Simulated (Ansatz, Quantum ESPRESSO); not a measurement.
# Complex bands of CaO, rock salt type, lattice constant set to 4.767 Å, part 3 of 4

Wanted: the complex band structure of CaO, rock salt type, lattice constant set to 4.767 Å, as for a tunnel barrier.

Quantum ESPRESSO 7.5; plane-wave DFT, LDA, GBRV ultrasoft pseudopotentials; cross-check by Ansatz 0.2.0 with PAW datasets.

So far. Step 2 (SCF with pw.x): The run needed 13 iterations to bring the estimated error under 1e-09 Ry.

## 4. Complex bands with pwcond.x, with ewind = 1.0

Level of this step: complex band structure by pwcond; plane-wave DFT, LDA, GBRV ultrasoft pseudopotentials (Quantum ESPRESSO).

A sensitivity test on the input.

Contents of cbs.w.in:

```
&inputcond
  outdir = './out'
  prefixl = 'scf'
  band_file = 'cbs.w'
  ikind = 0
  ewind = 1.0
  epsproj = 1e-05
  nz1 = 7
  energy0 = 7.44
  denergy = -0.24
/
4
  0.00000000 0.00000000 1.00000000
  0.50000000 0.00000000 1.00000000
  0.50000000 0.50000000 1.00000000
  0.25000000 0.00000000 1.00000000
40
```

On the command line:

```
> OMP_NUM_THREADS=1 mpirun -n 2 pwcond.x -in cbs.w.in > cbs.w.out
```

Numbers of over 12 decimals in the logs are rounded to 6 here.

The program printed:

```text
[banner, memory and clock lines left out]
Program PWCOND v.7.5 starts
[citation notice left out]

[...]
./out/scf.save/

     IMPORTANT: XC functional enforced from input :
     Exchange-correlation= PZ
                           (   1   1   0   0   0   0   0)
     Any further DFT definition will be discarded
     Please, verify this is what you really want

     Check: negative core charge=   -0.000003
     Reading collected, re-writing distributed wavefunctions

===== INPUT FILE containing the left lead =====

     GEOMETRY:

     lattice parameter (alat)  =       6.3698  a.u.
     the volume                =     365.5124 (a.u.)^3
     the cross section         =      40.5750 (a.u.)^2
     l of the unit cell        =       1.4142 (alat)
     number of atoms/cell      =            4
     number of atomic types    =            2

     crystal axes: (cart. coord. in units of alat)
               a(1) = (  1.0000  0.0000  0.0000 )
               a(2) = (  0.0000  1.0000  0.0000 )
               a(3) = (  0.0000  0.0000  1.4142 )

   Cartesian axes

     site n.     atom                  positions (alat units)
          1        Ca     tau(  1)=(  0.0000  0.0000  1.4142  )
          2        O      tau(  2)=(  0.5000  0.5000  1.4142  )
          3        Ca     tau(  3)=(  0.5000  0.5000  0.7071  )
          4        O      tau(  4)=(  0.0000  0.0000  0.7071  )

     nr1s                      =           25
     nr2s                      =           25
     nr3s                      =           40
     nr1sx                     =           25
     nr2sx                     =           25
     nr3sx                     =           40
     nr1                       =           30
     nr2                       =           30
     nr3                       =           45
     nr1x                      =           30
     nr2x                      =           30
     nr3x                      =           45

 _______________________________
  Radii of nonlocal spheres:

     type       ibeta     ang. mom.          radius (alat units)
       Ca         1         0                    0.3159
       Ca         2         0                    0.3159
       Ca         3         1                    0.3159
       Ca         4         1                    0.3159
       Ca         5         2                    0.3159
       Ca         6         2                    0.3159
       O          1         0                    0.1967
       O          2         0                    0.1967
       O          3         1                    0.1967
       O          4         1                    0.1967
       O          5         2                    0.1967
----- General information -----

----- Complex band structure calculation -----

     nrx                       =           25
     nry                       =           25
     nz1                       =            7

     energy0               =         7.4E+00
     denergy               =        -2.4E-01
     nenergy               =         40
     ecut2d                =         4.0E+01
     ewind                 =         1.0E+00
     epsproj               =         1.0E-05

     number of k_|| points=    4
                       cryst. coord.
        k(    1) = (   0.0000000   0.0000000), wk =   0.2500000
        k(    2) = (   0.5000000   0.0000000), wk =   0.2500000
        k(    3) = (   0.5000000   0.5000000), wk =   0.2500000
        k(    4) = (   0.2500000   0.0000000), wk =   0.2500000
----- Information about left lead -----

     nocros                   =           31
     noins                    =           31
     norb                     =           93
     norbf                    =           93
     nrz                      =           40

      iorb      type   ibeta   ang. mom.   m       position (alat)
        1        1       1        0        1   taunew(   1)=(  0.0000  0.0000  0.0000)
        2        1       2        0        1   taunew(   2)=(  0.0000  0.0000  0.0000)
[...]
93        2       5        2        5   taunew(  93)=(  0.5000  0.5000  1.4142)
 ngper, shell number =          137          22
 ngper, n2d =          137          53
---  E-Ef =    7.4400000  k =    0.0000000   0.0000000
---  ie =          1  ik =          1
 Nchannels of the left tip =            3
 Right moving states:
   k1(2pi/a)   k2(2pi/a)   E-Ef (eV)
  -0.3396102  -0.0000000   7.4400000
   0.3768139  -0.0000000   7.4400000
   0.3768139  -0.0000000   7.4400000
 Left moving states:
   k1(2pi/a)   k2(2pi/a)   E-Ef (eV)
   0.3396101  -0.0000000   7.4400000
  -0.3768139  -0.0000000   7.4400000
  -0.3768139  -0.0000000   7.4400000

---  E-Ef =    7.2000000  k =    0.0000000   0.0000000
---  ie =          2  ik =          1
 Nchannels of the left tip =            3
 Right moving states:
   k1(2pi/a)   k2(2pi/a)   E-Ef (eV)
   0.3326656  -0.0000000   7.2000000
   0.3326656  -0.0000000   7.2000000
  -0.3925475  -0.0000000   7.2000000
 Left moving states:
   k1(2pi/a)   k2(2pi/a)   E-Ef (eV)
  -0.3326656  -0.0000000   7.2000000
  -0.3326656  -0.0000000   7.2000000
   0.3925474  -0.0000000   7.2000000
[... further energies and points left out ...]
---  E-Ef =   -1.6800000  k =    0.2500000   0.0000000
---  ie =         39  ik =          4
 Nchannels of the left tip =            2
 Right moving states:
   k1(2pi/a)   k2(2pi/a)   E-Ef (eV)
  -0.1788126   0.0000000  -1.6800000
  -0.2786762  -0.0000000  -1.6800000
 Left moving states:
   k1(2pi/a)   k2(2pi/a)   E-Ef (eV)
   0.1788126   0.0000000  -1.6800000
   0.2786761   0.0000000  -1.6800000

---  E-Ef =   -1.9200000  k =    0.2500000   0.0000000
---  ie =         40  ik =          4
 Nchannels of the left tip =            2
 Right moving states:
   k1(2pi/a)   k2(2pi/a)   E-Ef (eV)
  -0.2809689   0.0000000  -1.9200000
  -0.3678415  -0.0000000  -1.9200000
 Left moving states:
   k1(2pi/a)   k2(2pi/a)   E-Ef (eV)
   0.2809690   0.0000000  -1.9200000
   0.3678414  -0.0000000  -1.9200000

[...]
```

The job ended after 30 s (2 MPI ranks of AMD EPYC 9R14 (Zen 4), shared host; peak memory 0.14 GiB; 60 s of CPU time).

The changed values were drawn from a wide range, not chosen for quality; the comparison shows what they did here together.

Beside the run it was changed from:

| quantity | this run | unchanged run | difference |
| --- | --- | --- | --- |
| peak of the smallest κ at the zone centre (Å⁻¹) | 0.306 | 0.306 | 0 |
| peak of the smallest κ at (1/2, 0) (Å⁻¹) | 0.588 | 0.588 | 0 |
| peak of the smallest κ at (1/2, 1/2) (Å⁻¹) | 0.383 | 0.383 | 0 |
| wall time (s) | 30 | 52 |  |

The physical values in this table stay within 0.05 %.

## 5. Cross-check with Ansatz

A second code with its own PAW datasets, on the same atoms.

Level of this step: plane-wave DFT, LDA, Ansatz PAW (Ansatz 0.2.0).

Contents of input.yaml:

```yaml
crystal:
  lattice:
    - [3.3707780259, 0.0, 0.0]
    - [0.0, 3.3707780259, 0.0]
    - [0.0, 0.0, 4.767]
  atoms:
    - { symbol: Ca, position: [0.0, 0.0, 0.0] }
    - { symbol: O, position: [0.5, 0.5, 0.0] }
    - { symbol: Ca, position: [0.5, 0.5, 0.5] }
    - { symbol: O, position: [0.0, 0.0, 0.5] }
kpoints:
  mp_grid: { grid: [8, 8, 6] }
hamiltonian:
  xc: lda
scf:
  occupations: { method: fixed }
  convergence: { dr2_threshold: 1.0e-09 }
output:
  transmission:
    leads: [[0, 0]]
    kpoints: [[0, 0], [0.5, 0], [0.5, 0.5], [0.25, 0]]
    e_range: [-1.92, 7.44]
    de: 0.24
```

On the command line:

```
> ansatz run input.yaml --threads 2 --pin off --max-ram 4096MiB --backend cpu --events-out ev --progress --plain --runs-dir out
```

The program printed:

```text
Engine: ansatz 0.2.0, x86_64-unknown-linux-gnu
Pseudopotentials: kind: paw
Pseudopotential: Ca, paw, valence charge 10, recommended cutoff 420 eV (normal), Ca.paw.azcp
Pseudopotential: O, paw, valence charge 6, recommended cutoff 420 eV (normal), O.paw.azcp
Functional definition: SPW92
  exchange = slater_x
  correlation = pw_c
Crystal: 4 atoms, lattice volume = 54.163 Å³
Basis set: ecut = 420 eV, 1055 PW (Γ)
Bands: 20, of which v1, the nominal top of the filled ones, is band 16 counted from 1 (15 counted from 0)
Symmetry: 32 space group operations
Space group: Fm-3m (ITA 225), of the structure as read, at distance tolerance 3.8e-5 Å
k-points: 60 of 384
Non-local potential: Ca, projectors of the file, l = 0: 3, l = 1: 2, l = 2: 2
Non-local potential: O, projectors of the file, l = 0: 2, l = 1: 2, l = 2: 1
PAW form: soft (Blöchl's): semilocal exchange-correlation on the pseudo side does not see the compensation charge
PAW frozen core: Ca, regenerated for the run's functional, and the local potential with it (the file was generated under x = pbe(κ = 0.804, μ = 0.219515), c = pbe(β = 0.066725))
PAW frozen core: O, regenerated for the run's functional, and the local potential with it (the file was generated under x = pbe(κ = 0.804, μ = 0.219515), c = pbe(β = 0.066725))
PAW one-centre angular grid: Ca, 110 points (default); XC on 64 Gauss nodes
PAW one-centre angular grid: O, 110 points (default); XC on 64 Gauss nodes
Initial density: superposition of atomic densities (neutral atoms: chi_scale 0, normalization atom), corrected by the library's trained network
Initial wavefunctions: pseudopotential atomic-orbital guess
Functional: x = slater, c = lda
SCF iter   1: F=—  HF=-4663.288927 eV  |F-HF|=—  |Δ(HF+E_count)|=         —  Δρ=1.67e-2  dr2=1.46e-1  ethr=1.77e-3  ⟨swp⟩=4.0  Hψ=5379  notcnv=0  defer=79
preconditioner: auto → none  [insulator: Δε(μ)=3.215 eV  Ē_g=16.826 eV  n_scr=14 (ndim 8)  ℏωp=26.7 eV  f_vac=0.000  ε∞_Penn≈3.5]
SCF iter   2: F=—  HF=-4663.274576 eV  |F-HF|=—  |Δ(HF+E_count)|=   1.44e-2  Δρ=1.50e-2  dr2=9.51e-2  ethr=4.57e-4  ⟨swp⟩=2.1  Hψ=2299  notcnv=0  defer=101
SCF iter   3: F=—  HF=-4663.251396 eV  |F-HF|=—  |Δ(HF+E_count)|=   2.32e-2  Δρ=2.46e-3  dr2=2.01e-3  ethr=2.97e-4  ⟨swp⟩=2.2  Hψ=1776  notcnv=0  defer=113
SCF iter   4: F=—  HF=-4663.250773 eV  |F-HF|=—  |Δ(HF+E_count)|=   6.24e-4  Δρ=5.86e-4  dr2=5.34e-5  ethr=6.29e-6  ⟨swp⟩=2.0  Hψ=1701  notcnv=0  defer=117
SCF iter   5: F=—  HF=-4663.250755 eV  |F-HF|=—  |Δ(HF+E_count)|=   1.78e-5  Δρ=8.54e-5  dr2=3.10e-6  ethr=1.67e-7  ⟨swp⟩=2.0  Hψ=1657  notcnv=0  defer=84
SCF iter   6: F=—  HF=-4663.250754 eV  |F-HF|=—  |Δ(HF+E_count)|=   8.68e-7  Δρ=8.17e-6  dr2=2.72e-8  ethr=9.69e-9  ⟨swp⟩=2.0  Hψ=1625  notcnv=0  defer=37
SCF iter   7: F=-4663.250754 eV  HF=-4663.250754 eV  |F-HF|=1.34e-10  |Δ(HF+E_count)|=   3.40e-9  Δρ=7.98e-7  dr2=2.50e-10  ethr=3.13e-12  ⟨swp⟩=4.6  Hψ=5411  notcnv=0
SCF 1 converged in 7 iterations: F = -4663.250754 eV  dr2 = 2.50e-10
  greatest PAW one-centre occupation: 0.996 electrons in one spin orbital (limit 2), on the Ca atom at site 2 (counted from 0), in its partial waves of l = 0
transmission: 8 of 32 steps passed
transmission: 16 of 32 steps passed
transmission: 24 of 32 steps passed
transmission: 32 of 32 steps passed
SCF converged after 7 iterations
Free energy (F): -4663.250754 eV
Harris-Foulkes:  -4663.250754 eV  (|F-HF|=1.34e-10)
Internal energy: -4663.250754 eV  (E = F + TS)
E sigma→0 (E₀):  -4663.250754 eV
Fermi energy:    7.561390 eV
--- Per-component energies (eV) ---
  E_band       = -198.851652
  E_kinetic    = 908.983747
  E_local      = -1759.535267  (includes V_loc(G=0)·N_el)
  E_nonlocal   = 233.680364
  E_hartree    = 577.590478
  E_xc         = -419.679480
  E_vxc        = -532.054863  (∫ρ·V_xc dr)
  E_paw        = -1926.518876  (= ΣΔE_a)
  E_vpaw       = -205.111365  (= ΣTr[D̂ρ^β])
  E_aug_tail   = 0.004899  (compensation charges beyond the density's cutoff)
  E_ewald      = -2278.536793
  E_core_change = 0.760175  (= ΣΔE_core)
  E_smearing   = -0.000000  (= −TS)
  E_closure    = 0.000000  (closes the sum)
  Σ components = -4663.250754   (vs F -4663.250754, Δ=0.00e0)
--- Band table (eV; the first three rows and the last of 60) ---
  k-point 0: bands = [... 12 lower, 7.1915, 7.5614, 7.5614, 7.5614, 11.0358, 12.3298, 13.7469, 13.7469]
  k-point 1: bands = [... 12 lower, 7.1897, 7.1897, 7.5002, 7.5002, 11.1670, 12.7251, 13.4782, 14.0253]
  k-point 2: bands = [... 12 lower, 7.2002, 7.2002, 7.3693, 7.3693, 11.5489, 12.8458, 13.4620, 14.7556]
  k-point 59: bands = [... 12 lower, 6.4885, 6.4885, 6.4885, 6.4885, 13.8403, 13.8403, 13.8403, 13.8403]
--- Transmission ---
  basis      : 97 plane waves across, 8 finite elements along
  points     : 4, as listed
  energies   : 40 from -1.920000 to 7.440000 eV about the Fermi level, 0.240000 eV apart; the leads are filled to 1.737184 eV, and channels, transmission and decay are at 1.680000 eV
  crystal 0  : Ca2O2, at the sites [0, 0], period 4.7670 Å: whole cells are its period
    offset         : up to 0.0000 Å between an atom of the period and one for which it stands
    channels       : 0.000000e0 a spin
    conductance    : none, the energies end too early or step too widely for 300 K: set another output.transmission.e_range or a lower de, or, where they end at an eighth of basis.ecutwfc, a higher one
    slowest decay  : 0.2919 /Å at (0.0000, 0.0000)
```

Elapsed: 7.6 s, on 2 threads; peak memory 0.38 GiB; 9.7 s of CPU time.

Numbers from this step:

```
free energy                                      : -4663.2508 eV
gap by band count                                : 3.474 eV
symmetry operations                              : 32
slowest decay at the grid energy nearest mid-gap : 0.2919 Å⁻¹
peak of the smallest κ at the zone centre        : 0.3055 Å⁻¹
peak of the smallest κ at (1/2, 0)               : 0.5881 Å⁻¹
peak of the smallest κ at (1/2, 1/2)             : 0.3826 Å⁻¹
peak of the smallest κ at (1/4, 0)               : 0.4006 Å⁻¹
valence top, on the run's zero                   : 7.561 eV
```

K across = (0, 0) in the cell's reciprocal vectors; values within 0.0025 1/Å of each other count once, columns are sorted by size at each energy, a dash where no further value was kept. Im kz of the slowest decaying states against energy, zero at the highest filled level of the SCF mesh:

| energy (eV) | decay 1 (Å⁻¹) | decay 2 (Å⁻¹) | decay 3 (Å⁻¹) |
| --- | --- | --- | --- |
| -1.92 | 0.155 | 0.978 | 1.31 |
| -1.68 | 0.933 | 1.28 | - |
| -1.44 | 0.882 | 1.25 | - |
| -1.20 | 0.158 | 0.822 | 1.22 |
| -0.96 | 0.273 | 0.748 | 1.19 |
| -0.72 | 0.338 | 0.644 | 1.16 |
| -0.48 | 0.384 | 0.457 | 1.13 |
| -0.24 | 0.420 | 0.591 | 1.10 |
| 0.00 | 0.0104 | 0.0232 | 0.448 |
| 0.24 | 0.140 | 0.363 | 0.472 |
| 0.72 | 0.224 | 0.509 | 0.519 |
| 0.96 | 0.249 | 0.523 | 0.555 |
| 1.20 | 0.267 | 0.536 | 0.579 |
| 1.44 | 0.281 | 0.546 | 0.595 |
| 1.68 | 0.292 | 0.556 | 0.604 |
| 1.92 | 0.299 | 0.563 | 0.609 |
| 2.16 | 0.304 | 0.570 | 0.610 |
| 2.40 | 0.306 | 0.576 | 0.608 |
| 2.64 | 0.305 | 0.542 | 0.580 |
| 2.88 | 0.301 | 0.459 | 0.584 |
| 3.12 | 0.295 | 0.357 | 0.585 |
| 3.36 | 0.204 | 0.286 | 0.573 |
| 3.60 | 0.272 | 0.558 | 0.590 |
| 3.84 | 0.254 | 0.541 | 0.590 |
| 4.08 | 0.230 | 0.521 | 0.590 |
| 4.32 | 0.195 | 0.498 | 0.588 |
| 4.56 | 0.139 | 0.472 | 0.586 |
| 4.80 | 0.442 | 0.584 | 0.706 |
| 5.28 | 0.368 | 0.576 | 0.611 |
| 5.52 | 0.320 | 0.564 | 0.570 |
| 5.76 | 0.260 | 0.519 | 0.564 |
| 6.00 | 0.174 | 0.475 | 0.557 |
| 6.24 | 0.0949 | 0.434 | 0.549 |
| 6.48 | 0.214 | 0.393 | 0.540 |
| 6.72 | 0.280 | 0.351 | 0.529 |
| 6.96 | 0.307 | 0.327 | 0.516 |
| 7.20 | 0.258 | 0.364 | 0.501 |
| 7.44 | 0.199 | 0.394 | 0.460 |

[end of part 3 of 4]

[Logs are printed without paths, hosts, clocks, repeated set-up lines and the standing remarks that a program may print on its own settings, such as how far it seeks lower states.]

[Hosts, paths, dates, database ids (printed as entryN), source tags and the programs' standing remarks are cut or masked in the printed files.]

[Maps of the electrostatic potential energy from Ansatz leave out the sawtooth potential of an applied field or a dipole correction, so their vacuum need not be flat; planar profiles and work functions include it.]
